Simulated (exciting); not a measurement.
The Th L₃ edge of atom 1 in BaThO3, space group Pm-3m, with 6 O at 2.24 Å (octahedral, site symmetry m-3m), was computed at 2 levels: exchange and screened direct term (singlet BSE) and independent particles. Common settings: exciting, all-electron LAPW+lo, LDA, 3×3×3 shifted k points, 55 conduction bands, |G+q| up to 3 bohr⁻¹ (2 in the exchange term), full RPA screening with nempty = 84, Lorentzian half width 3.56 eV.

Energy from the Kohn–Sham onset, core level to the lowest empty state found on the meshes used; all runs on one relative scale:

```csv
E (eV),run 1,run 2
-11.5,0.24,0.17
-11.0,0.25,0.18
-10.5,0.27,0.19
-10.0,0.28,0.20
-9.5,0.30,0.21
-9.0,0.33,0.23
-8.5,0.35,0.24
-8.0,0.38,0.26
-7.5,0.41,0.28
-7.0,0.45,0.29
-6.5,0.49,0.32
-6.0,0.53,0.34
-5.5,0.59,0.37
-5.0,0.65,0.40
-4.5,0.72,0.43
-4.0,0.80,0.47
-3.5,0.90,0.52
-3.0,1.01,0.57
-2.5,1.14,0.63
-2.0,1.28,0.70
-1.5,1.43,0.78
-1.0,1.60,0.87
-0.5,1.77,0.98
0.0,1.93,1.09
0.5,2.08,1.21
1.0,2.21,1.34
1.5,2.33,1.48
2.0,2.43,1.61
2.5,2.51,1.75
3.0,2.59,1.88
3.5,2.65,2.01
4.0,2.70,2.13
4.5,2.75,2.24
5.0,2.80,2.34
5.5,2.84,2.41
6.0,2.89,2.47
6.5,2.92,2.52
7.0,2.94,2.56
7.5,2.93,2.60
8.0,2.88,2.64
8.5,2.80,2.69
9.0,2.70,2.72
9.5,2.59,2.75
10.0,2.47,2.76
10.5,2.35,2.76
11.0,2.23,2.73
11.5,2.12,2.69
12.0,2.02,2.63
12.5,1.93,2.55
13.0,1.85,2.47
13.5,1.78,2.38
14.0,1.72,2.30
14.5,1.67,2.21
15.0,1.62,2.13
15.5,1.58,2.05
16.0,1.55,1.99
16.5,1.51,1.92
17.0,1.48,1.87
17.5,1.46,1.82
18.0,1.43,1.78
18.5,1.40,1.74
19.0,1.37,1.71
19.5,1.34,1.67
20.0,1.30,1.64
20.5,1.27,1.61
21.0,1.23,1.57
21.5,1.19,1.53
22.0,1.14,1.49
22.5,1.10,1.45
23.0,1.06,1.41
23.5,1.01,1.36
```

The database entry behind the starting cell is an old determination (1934), so it need not match the best structure at ambient conditions.

**Question.** Which run is which, and why?

Run 1: exchange and screened direct term (singlet BSE); highest local maximum in the window at 7.0 eV. Run 2: independent particles; highest local maximum in the window at 10.1 eV. The attractive direct term pulls weight down: the curves pass 0.44 at -7.0 and -4.4 eV in the order of the runs. Fine structure above the first lines is partly noise of the 27-point mesh.

[Banner, clock and machine lines of the logs are left out without a mark of their own.]

[Logs are printed without paths, hosts, clocks, repeated set-up lines and the standing remarks that a program may print on its own settings, such as how far it seeks lower states.]

[Hosts, paths, dates, database ids (printed as entryN), source tags and the programs' standing remarks are cut or masked in the printed files.]
